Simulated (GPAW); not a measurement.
# Dielectric function and optical constants of TiO2 (Rutile)

Aim: the dielectric function of TiO2 (Rutile), and the optical constants that follow from it.

Method: DFT, PBE, plane-wave PAW (GPAW data sets), scalar-relativistic, RPA, optical limit, in GPAW 26.7.0.

**1. The structure**

It takes space group P4_2/mnm (No. 136, tetragonal). The conventional cell has a = 4.592 Å, b = 4.592 Å, c = 2.957 Å, α = 90.00°, β = 90.00°, γ = 90.00°. Nearest to Ti lie 6 O at 1.95 to 1.98 Å. O has 3 Ti at 1.95 to 1.98 Å nearest. Farther neighbours and most contacts between anions are not listed.

**2. Ground state**

First the ground state: is it a metal or has it a gap?

This step: DFT, PBE, plane-wave PAW (GPAW data sets), scalar-relativistic, ground state (GPAW 26.7.0).

gs.py reads:

```python
from ase import Atoms
from ase.dft.bandgap import bandgap
from gpaw import GPAW, PW, FermiDirac

atoms = Atoms(['Ti', 'Ti', 'O', 'O', 'O', 'O'],
              cell=[[4.592200000000, 0.000000000000, 0.000000000000],
                    [0.000000000000, 4.592200000000, 0.000000000000],
                    [0.000000000000, 0.000000000000, 2.957400000000]],
              scaled_positions=[[0.500000000000, 0.500000000000, 0.500000000000],
                                [0.000000000000, 0.000000000000, 0.000000000000],
                                [0.804960000000, 0.195040000000, 0.500000000000],
                                [0.695040000000, 0.695040000000, 0.000000000000],
                                [0.195040000000, 0.804960000000, 0.500000000000],
                                [0.304960000000, 0.304960000000, 0.000000000000]],
              pbc=[True, True, True])
atoms.calc = GPAW(mode=PW(450), xc='PBE', kpts={'size': (5, 5, 8), 'gamma': True},
                  occupations=FermiDirac(0.05), maxiter=150, txt='gs.txt')
print('energy (eV)', atoms.get_potential_energy())
print('Fermi level (eV)', atoms.calc.get_fermi_level())
print('valence electrons', atoms.calc.get_number_of_electrons())
print('gap (eV)', bandgap(atoms.calc, output=None)[0])
print('direct gap (eV)', bandgap(atoms.calc, direct=True, output=None)[0])
atoms.calc.write('gs.gpw')
```

The run is started by

```bash
$ OMP_NUM_THREADS=1 python gs.py
```

Numbers of over 12 decimals in the logs are rounded to 6 here.

The log of the run:

```text
__  _  _
 | _ |_)|_||  |
 |__||  | ||/\| - 26.7.0

Versions:
  Python: 3.12.14
  ASE:    3.29.0
  Numpy:  2.5.5
  Scipy:  1.18.1
  Libxc:  7.0.0

Input parameters:
  mode=PW(ecut=450.000000),
  kpts=MonkhorstPack(size=(5, 5, 8), gamma=True),
  maxiter=150,
  occupations=Occupations(name='fermi-dirac', width=0.05, fixmagmom=False),
  xc=XC(name='PBE')

Diagonalizing LCAO Hamiltonian
Converting LCAO to pw mode
    .----------.
   /|          |
  / |          |
 *  | O Ti     |
 |  .-----O----.
 | /       O  /
 |/  O       /
 Ti---------*

Atoms  # Å, Bohr magnetons
|   | symbol |        x |        y |        z |    initial magnetic moments |
| 0 |     Ti | 2.296100 | 2.296100 | 1.478700 | ( 0.0000,  0.0000,  0.0000) |
| 1 |     Ti | 0.000000 | 0.000000 | 0.000000 | ( 0.0000,  0.0000,  0.0000) |
| 2 |      O | 3.696537 | 0.895663 | 1.478700 | ( 0.0000,  0.0000,  0.0000) |
| 3 |      O | 3.191763 | 3.191763 | 0.000000 | ( 0.0000,  0.0000,  0.0000) |
| 4 |      O | 0.895663 | 3.696537 | 1.478700 | ( 0.0000,  0.0000,  0.0000) |
| 5 |      O | 1.400437 | 1.400437 | 0.000000 | ( 0.0000,  0.0000,  0.0000) |

Unit cell  # Å
| periodic |        x |        y |        z |  lengths |    angles |
|      yes | 4.592200 | 0.000000 | 0.000000 | 4.592200 | 90.000000 |
|      yes | 0.000000 | 4.592200 | 0.000000 | 4.592200 | 90.000000 |
|      yes | 0.000000 | 0.000000 | 2.957400 | 2.957400 | 90.000000 |

Number of symmetries: 8
Symmetry operations  # r_c * U_cc + t_c -> r_c
|   | kind |            matrix            |
| 0 |  E   |  1, 0, 0,  0, 1, 0,  0, 0, 1 |
| 1 |  σ   |  1, 0, 0,  0, 1, 0,  0, 0,-1 |
| 2 |  σ   |  0, 1, 0,  1, 0, 0,  0, 0, 1 |
| 3 |  C2  |  0, 1, 0,  1, 0, 0,  0, 0,-1 |
| 4 |  σ   |  0,-1, 0, -1, 0, 0,  0, 0, 1 |
| 5 |  C2  |  0,-1, 0, -1, 0, 0,  0, 0,-1 |
| 6 |  C2  | -1, 0, 0,  0,-1, 0,  0, 0, 1 |
| 7 |  i   | -1, 0, 0,  0,-1, 0,  0, 0,-1 |

BZ-sampling:
  Number of BZ points: 200
  Number of IBZ points: 45

  Monkhorst-Pack size: [5, 5, 8]
  Monkhorst-Pack shift: [0.0, 0.0, 0.0625]

K-points  # in reciprocal-cell coordinates
|     |                                coordinates |     weight |
|   0 | (  0.00000000,   0.00000000,   0.00000000) | 0.00500000 |
|   1 | (  0.00000000,   0.00000000,   0.12500000) | 0.01000000 |
|   2 | (  0.00000000,   0.00000000,   0.25000000) | 0.01000000 |
|   3 | (  0.00000000,   0.00000000,   0.37500000) | 0.01000000 |
|   4 | (  0.00000000,   0.00000000,   0.50000000) | 0.00500000 |
|   5 | (  0.20000000,  -0.20000000,   0.00000000) | 0.01000000 |
|   6 | (  0.20000000,  -0.20000000,   0.12500000) | 0.02000000 |
|   7 | (  0.20000000,  -0.20000000,   0.25000000) | 0.02000000 |
|   8 | (  0.20000000,  -0.20000000,   0.37500000) | 0.02000000 |
|   9 | (  0.20000000,  -0.20000000,   0.50000000) | 0.01000000 |
| ... |                                            |            |
|  44 | (  0.40000000,   0.40000000,   0.50000000) | 0.01000000 |

Plane wave coefficients: 1374
Cutoff: 450.000000 eV

Spin-components: 1 (collinear spins)
Bands:           33
Projectors:      32
Spin-degeneracy: 2
Datatype:        complex128

Parallelization:
  kpt:    1
  domain: 1
  band:   1

Density:
  Valence electrons: 48.0
  Components: 1
  Grid points: [24 24 15]
  Charge: 0.0  # |e|

Potential:
  Grid points: [24 24 15]

species:
  Ti:
    name:    Titanium
    id:
    Z:       22.0
    valence: 12
    core:    10
    charge:  0.0  # [|e|]
    compensation charges:
      type: gauss
      rc: 0.38  # [Å]
      lmax: 2
    cutoffs:
      filter: 2.23  # [Å]
      core: 1.02  # [Å]
    projectors
    | kind |    occ | energy [eV] | rcut [Å] |
    |   3s |  2.000 |     -62.623 |    1.270 |
    |   4s |  2.000 |      -4.466 |    1.270 |
    |   3p |  6.000 |     -38.862 |    1.058 |
    |   4p |  0.000 |      -1.466 |    1.058 |
    |   3d |  2.000 |      -4.258 |    1.058 |
    |    d |        |      22.953 |    1.058 |

    Using partial waves for Ti as LCAO basis

  O:
    name:    Oxygen
    id:
    Z:       8.0
    valence: 6
    core:    2
    charge:  0.0  # [|e|]
    compensation charges:
      type: gauss
      rc: 0.21  # [Å]
      lmax: 2
    cutoffs:
      filter: 1.17  # [Å]
      core: 0.83  # [Å]
    projectors
    | kind |    occ | energy [eV] | rcut [Å] |
    |   2s |  2.000 |     -23.961 |    0.688 |
    |   2p |  4.000 |      -9.029 |    0.598 |
    |    s |        |       3.251 |    0.688 |
    |    p |        |      18.182 |    0.598 |
    |    d |        |       0.000 |    0.619 |

    Using partial waves for O as LCAO basis

Reference energy: -54611.437768  # eV

eigensolver:
  PPCG
  Converge bands: occupied
  niter=2

density mixing:
  MSR1-Mixer
  Pratt-step length: 0.05
  Maximum mixing coefficient: 0.75
  Old densities: 10
  SVD Regularization: 0.005
  Good broyden scale: 1.0
  Trust region scale: 1.0
  Backstep threshold: 4.0
  History deletion threshold: 6.0
  Fourier metric: weight=20.0, sigma=0.015

occupation numbers:
  Fermi-Dirac:
    width: 0.0500  # eV

poisson solver:
  ecut: 3600.000000  # eV

xc functional:
  name: PBE with 2 nearest neighbor stencil

convergence criteria:
- Maximum [total energy] change in last 3 cyles: 0.0005 eV / valence electron
- Maximum integral of absolute [dens]ity change: 0.0001 electrons / valence electron
- Maximum integral of absolute [eigenst]ate change: 4e-08 eV^2 / valence electron
maximum number of iterations: 150

SCF iterations
|iter     |      energy | eigst |  dens |
|iter:   1||  -56.769269 | -0.39 |       |
|iter:   2||  -54.056718 | -1.48 | -0.80 |
|iter:   3||  -48.945628 | +0.03 | -0.86 |
|iter:   4||  -48.508434 | -1.07 | -1.33 |
|iter:   5||  -48.488061 | -1.86 | -1.57 |
|iter:   6||  -48.471276 | -3.07 | -2.04 |
|iter:   7||  -48.470798c| -3.66 | -2.74 |
|iter:   8||  -48.470803c| -5.14 | -3.30 |
|iter:   9||  -48.470796c| -5.85 | -3.71 |
|iter:  10||  -48.470798c| -6.67 | -4.04c|
|iter:  11||  -48.470798c| -7.19 | -4.28c|
|iter:  12||  -48.470798c| -7.65c| -4.96c|

Converged in 12 steps
SCF loop duration: 37.881 s (3.157 s/step)
Energy contributions relative to reference atoms: (reference = -54611.437768)

Energy contributions:
  Kinetic:          40.561616
  Coulomb:         -46.347884
  Zero:              0.218847
  External:          0.000000
  Xc:              -42.903377
  Entropy:          -0.000000
  Spinorbit:         0.000000
  ----------------------------
  Free energy:     -48.470798
  Extrapolated:    -48.470798

dipole moment: (-14.812681, -14.812681, -26.213070)  # |e|*Ang

Fermi level: 6.612
Eigenvalues  # (at kpt = [0.000, 0.000, 0.000])
| band index |      eig [eV] | occ [0-2] |
|          0 |       -51.177 |     2.000 |
|        ... |               |           |
|         16 |         1.874 |     2.000 |
|         17 |         3.111 |     2.000 |
|         18 |         3.111 |     2.000 |
|         19 |         3.731 |     2.000 |
|         20 |         4.967 |     2.000 |
|         21 |         5.242 |     2.000 |
|         22 |         5.242 |     2.000 |
|         23 |         5.704 |     2.000 |
|         24 |         7.583 |     0.000 |
|         25 |         7.892 |     0.000 |
|         26 |         8.117 |     0.000 |
|         27 |         8.207 |     0.000 |
|         28 |         8.207 |     0.000 |
|         29 |        10.083 |     0.000 |
|         30 |        10.290 |     0.000 |
|         31 |        12.359 |     0.000 |
|         32 |        13.456 |     0.000 |

Gap: 1.879 eV
Transition (v -> c):
  (s=0, k=0, n=23, [0.00, 0.00, 0.00]) -> (s=0, k=0, n=24, [0.00, 0.00, 0.00])
No difference between direct/indirect transitions

--- standard output ---
energy (eV) -48.470798
Fermi level (eV) 6.611590
valence electrons 48.0
gap (eV) 1.879195
direct gap (eV) 1.879195
```

It took 42 s on 1 thread of Arm Neoverse V2, shared host; peak memory 0.18 GiB.

Numbers from this step:

| Property | Result |
| --- | --- |
| energy | -48.47 eV |
| Fermi energy | 6.612 eV |
| gap on the k-mesh | 1.879 eV |
| direct gap on the mesh | 1.879 eV |
| electrons | 48 |

There is a gap, 1.88 eV on this mesh (points off the mesh can give less), so no carriers' term is needed.

**3. Bands for the response**

The response needs many more empty bands than the density does.

This step: DFT, PBE, plane-wave PAW (GPAW data sets), scalar-relativistic, bands at fixed density (GPAW 26.7.0).

nscf.py reads:

```python
from ase.dft.bandgap import bandgap
from gpaw import GPAW, FermiDirac

calc = GPAW('gs.gpw').fixed_density(kpts={'size': (6, 6, 10), 'gamma': True}, nbands=53, convergence={'bands': 47},
                                    occupations=FermiDirac(0.001), txt='nscf.txt')
print('gap (eV)', bandgap(calc, output=None)[0])
print('direct gap (eV)', bandgap(calc, direct=True, output=None)[0])
print('top band over the Fermi level (eV)', min(calc.get_eigenvalues(kpt=k)[46] for k in range(len(calc.get_ibz_k_points()))) - calc.get_fermi_level())
calc.write('full.gpw', mode='all')
```

The run is started by

```bash
$ OMP_NUM_THREADS=1 python nscf.py
```

The log of the run:

```text
Diagonalizing LCAO Hamiltonian
Converting LCAO to pw mode
convergence criteria:
- Maximum integral of absolute [eigenst]ate change: 4e-08 eV^2 / valence electron
maximum number of iterations: 150

SCF iterations
|iter     |      energy | eigst |  dens |
|iter:   1||             | +2.26 |       |
|iter:   2||             | +1.20 |       |
|iter:   3||             | -0.07 |       |
|iter:   4||             | -1.37 |       |
|iter:   5||             | -2.45 |       |
|iter:   6||             | -3.64 |       |
|iter:   7||             | -4.72 |       |
|iter:   8||             | -5.83 |       |
|iter:   9||             | -6.87 |       |
|iter:  10||             | -7.64c|       |
SCF steps: 10
  __  _  _
 | _ |_)|_||  |
 |__||  | ||/\| - 26.7.0

Versions:
  Python: 3.12.14
  ASE:    3.29.0
  Numpy:  2.5.5
  Scipy:  1.18.1
  Libxc:  7.0.0

Input parameters:
  mode=PW(ecut=450.000000),
  convergence={'bands': 47},
  gpts=array([24, 24, 15]),
  kpts=MonkhorstPack(size=(6, 6, 10), gamma=True),
  maxiter=150,
  nbands=53,
  occupations=Occupations(name='fermi-dirac', width=0.001, fixmagmom=False),
  parallel={},
  xc=XC(name='PBE')

--- standard output ---
gap (eV) 1.879195
direct gap (eV) 1.879195
top band over the Fermi level (eV) 20.826028
```

It took 85 s on 1 thread; peak memory 0.27 GiB.

**4. Dielectric function, RPA**

Local fields let the induced charge screen the field inside the cell, which as a rule lowers ε, most along directions where the density is uneven.

This step: DFT, PBE, plane-wave PAW (GPAW data sets), scalar-relativistic, RPA, optical limit (GPAW 26.7.0).

df.py reads:

```python
from gpaw.response.df import DielectricFunction

df = DielectricFunction('full.gpw', frequencies={'type': 'nonlinear', 'domega0': 0.03, 'omega2': 8},
                        ecut=30,
                        eta=0.2,
                        nbands=47,
                        txt='df.txt')
for direction in ['x', 'z']:
    df.get_dielectric_function(xc='RPA', direction=direction, filename=f'df_{direction}.csv')
```

The run is started by

```bash
$ OMP_NUM_THREADS=1 python df.py
```

The log of the run:

```text
Using integrator: PointIntegrator
NonLinearFrequencyDescriptor(from 0.000 to 81.948 eV, 522 points)
Nonperiodic BCs:  [False False False]
Using integrator: PointIntegrator
NonLinearFrequencyDescriptor(from 0.000 to 81.948 eV, 522 points)
Nonperiodic BCs:  [False False False]

Calculating chi0 body with:
    Ground state adapter containing:
    Number of spins: 1
    Number of kpoints: 360
    Number of irreducible kpoints: 78
    Number of completely occupied states: 24
    Number of partially occupied states: 24

    Linear response parametrization:
    q_c: [0.0, 0.0, 0.0]
    Number of frequency points: 522
    Planewave cutoff: 30.0
    Number of bands: 47
    Number of planewaves: 23
    Broadening (eta): 0.2

Integrating chi0 body.

Symmetries of q_c:
    Direct symmetries (Uq -> q): 8
    Indirect symmetries (TUq -> q): 0
In total 8 allowed symmetries.

78 groups of equivalent kpoints. 78.333333% reduction.

Integral kind: spectral function

Calculating chi0 optical extensions with:
    Ground state adapter containing:
    Number of spins: 1
    Number of kpoints: 360
    Number of irreducible kpoints: 78
    Number of completely occupied states: 24
    Number of partially occupied states: 24

    Linear response parametrization:
    Number of frequency points: 522
    Planewave cutoff: 30.0
    Number of bands: 47
    Number of planewaves: 23
    Broadening (eta): 0.2
Integrating chi0 head and wings.

Symmetries of q_c:
    Direct symmetries (Uq -> q): 8
    Indirect symmetries (TUq -> q): 0
In total 8 allowed symmetries.

78 groups of equivalent kpoints. 78.333333% reduction.

Integral kind: spectral function wings
```

Elapsed: 17 s, on 1 thread; peak memory 0.24 GiB.

This step gave:

- electronic dielectric constant ε∞, mean over x, y and z (by symmetry where fewer were run): 6.995

Sum at mesh points, not converged in k; values under the direct gap are tails of Lorentzian lines. Table of Im ε by photon energy; read off at these points:

```tsv
photon energy (eV)	E ∥ x	E ∥ z
0.00	0	0
0.50	0.0577	0.0735
1.00	0.131	0.167
1.50	0.252	0.323
2.00	0.541	0.692
2.50	1.68	2.48
3.00	6.42	7.67
3.50	7.24	9.31
3.81	7.18	10.2
4.00	7.42	9.80
4.50	7.15	6.99
5.00	5.26	5.11
5.50	3.87	4.11
6.00	3.45	4.91
6.50	3.82	5.14
7.00	5.13	6.69
7.44	5.45	10.6
7.50	5.56	10.6
8.00	4.92	7.57
8.50	3.54	5.45
9.00	2.14	3.75
9.50	1.89	2.77
10.00	1.64	1.75
10.50	1.40	1.20
11.00	1.26	0.909
11.50	1.24	0.678
12.00	1.22	0.595
12.50	1.19	0.733
13.00	1.58	0.826
13.50	1.38	0.742
14.00	1.04	0.877
14.50	0.942	0.972
15.00	1.13	1.34
15.50	1.04	1.29
16.00	0.954	1.35
16.50	1.15	1.36
17.00	1.15	1.61
17.50	1.14	1.73
18.00	1.27	1.69
18.50	1.44	1.41
19.00	1.53	1.66
19.50	1.52	1.61
```

The reflectivity at normal incidence has structure finer than the step of the table below, so its rows give means over 0.5 eV, whole bins alone (the curve runs from 0 to 19.9 eV). Peaks (eV: height): E ∥ x 2.94: 31.7, 8.77: 35.9, 13.34: 11.5; E ∥ z 3.94: 36.7, 9.62: 52.7.

Sum at mesh points, not converged in k. Table of reflectivity at normal incidence by photon energy; means over each step:

```tsv
photon energy (eV)	E ∥ x (%)	E ∥ z (%)
0.5	19.4	22.7
1.0	20.0	23.4
1.5	21.2	24.7
2.0	23.3	27.1
2.5	27.3	31.4
3.0	31.1	34.5
3.5	30.4	35.3
4.0	30.3	35.9
4.5	30.6	31.0
5.0	27.4	24.9
5.5	21.0	21.0
6.0	18.2	23.6
6.5	19.5	24.7
7.0	24.4	29.6
7.5	28.6	40.7
8.0	32.6	44.4
8.5	35.0	47.0
9.0	31.4	47.7
9.5	23.4	51.0
10.0	20.5	52.0
10.5	15.7	48.3
11.0	11.9	44.1
11.5	8.84	33.8
12.0	8.15	17.6
12.5	6.81	7.60
13.0	9.36	6.69
13.5	10.9	4.50
14.0	7.36	4.21
14.5	5.30	4.56
15.0	5.84	6.75
15.5	5.47	7.27
16.0	4.49	7.30
16.5	5.44	7.69
17.0	5.60	9.14
17.5	5.47	11.3
18.0	6.20	12.4
18.5	7.44	10.7
19.0	8.64	11.6
19.5	9.08	13.1
```

Sum at mesh points, not converged in k; values under the direct gap are tails of Lorentzian lines. The Im ε, E ∥ x by photon energy; read off at these points:

```tsv
photon energy (eV)	without local fields	with local fields
0.00	0	0
0.50	0.0598	0.0577
1.00	0.136	0.131
1.50	0.262	0.252
2.00	0.567	0.541
2.50	1.78	1.68
3.00	6.74	6.42
3.50	7.65	7.24
4.00	7.51	7.42
4.50	7.04	7.15
5.00	5.07	5.26
5.50	3.67	3.87
6.00	3.36	3.45
6.50	4.01	3.82
7.00	5.44	5.13
7.50	5.89	5.56
8.00	5.09	4.92
8.50	3.31	3.54
9.00	1.97	2.14
9.50	1.71	1.89
10.00	1.42	1.64
10.50	1.29	1.40
11.00	1.11	1.26
11.50	1.13	1.24
12.00	1.28	1.22
12.50	1.28	1.19
13.00	1.75	1.58
13.08	1.79	1.64
13.50	1.54	1.38
14.00	1.20	1.04
14.50	1.05	0.942
15.00	1.22	1.13
15.50	1.10	1.04
16.00	1.02	0.954
16.50	1.20	1.15
17.00	1.21	1.15
17.50	1.21	1.14
18.00	1.36	1.27
18.50	1.56	1.44
19.00	1.62	1.53
19.50	1.62	1.52
```

The loss function −Im 1/ε at q → 0 has structure finer than the step of the table below, so its rows give means over 1 eV, whole bins alone (the curve runs from 0 to 19.9 eV). Peaks (eV: height): E ∥ x 11.2: 0.751, 13.8: 0.740; E ∥ z 12.0: 1.68.

Sum at mesh points, not converged in k; values under the direct gap are tails of Lorentzian lines. Loss function −Im 1/ε at q → 0 against energy loss; means over each step:

```tsv
energy loss (eV)	E ∥ x	E ∥ z
1	0.00286	0.00252
2	0.00885	0.00789
3	0.0466	0.0396
4	0.0986	0.0923
5	0.180	0.161
6	0.203	0.129
7	0.165	0.101
8	0.207	0.122
9	0.392	0.173
10	0.607	0.261
11	0.720	0.620
12	0.617	1.40
13	0.522	0.868
14	0.689	0.556
15	0.551	0.460
16	0.495	0.488
17	0.467	0.457
18	0.424	0.555
19	0.453	0.562
```

Optical constants at common wavelengths, from n + ik = √ε:

```tsv
wavelength (nm)	n x	k x	R (%) x	1/α x	n z	k z	R (%) z	1/α z
1550	2.60	0.019	19.7	6.5 µm	2.85	0.022	23.0	5.6 µm
800	2.72	0.050	21.3	1.3 µm	2.98	0.058	24.8	1.1 µm
633	2.84	0.088	23.0	571 nm	3.14	0.102	26.7	492 nm
532	3.03	0.176	25.6	241 nm	3.37	0.219	29.6	193 nm
365	2.93	1.213	30.7	24 nm	3.28	1.350	34.8	22 nm
308	2.55	1.449	30.6	17 nm	2.62	1.842	36.5	13 nm
248	1.82	1.449	27.6	14 nm	1.92	1.334	25.5	15 nm
```

Below the direct gap, k and the depth come from the tails of the Lorentzian lines, not from transitions.

Rows near the edge hang on the gap, which this functional as a rule makes too small, and phonon-assisted absorption is left out.

**5. What came out**

```
electronic dielectric constant ε∞, mean over x, y and z (by symmetry where fewer were run) (RPA) : 6.99
```

What this shows: At this level (PBE, RPA) TiO2 has a mean ε∞ = 6.99 and n = 2.60 at 1550 nm (E ∥ x). On the mesh the gap is 1.88 eV and the least direct gap 1.88 eV. Local fields change the static value along x from 6.68 to 6.56 (-2 %). The static values by axis are 6.56 (x), 7.87 (z). Excitons and phonon-assisted transitions are missing; PBE gaps are as a rule too small, which pulls the onset down and ε∞ up. In this version of GPAW the matrix elements of the optical limit are incomplete, which can lower ε − 1 by up to a tenth where first-row anions or d states rule, and shift it by more in d metals. The sum runs over mesh points 0.23 Å⁻¹ apart with no interpolation, so peaks are partly noise of the mesh and static values carry its error.

[Machine, clock and banner lines and Python warnings are left out of the logs.]

[Logs are printed without paths, hosts, clocks, repeated set-up lines and the standing remarks that a program may print on its own settings, such as how far it seeks lower states.]

[Hosts, paths, dates, database ids (printed as entryN), source tags and the programs' standing remarks are cut or masked in the printed files.]
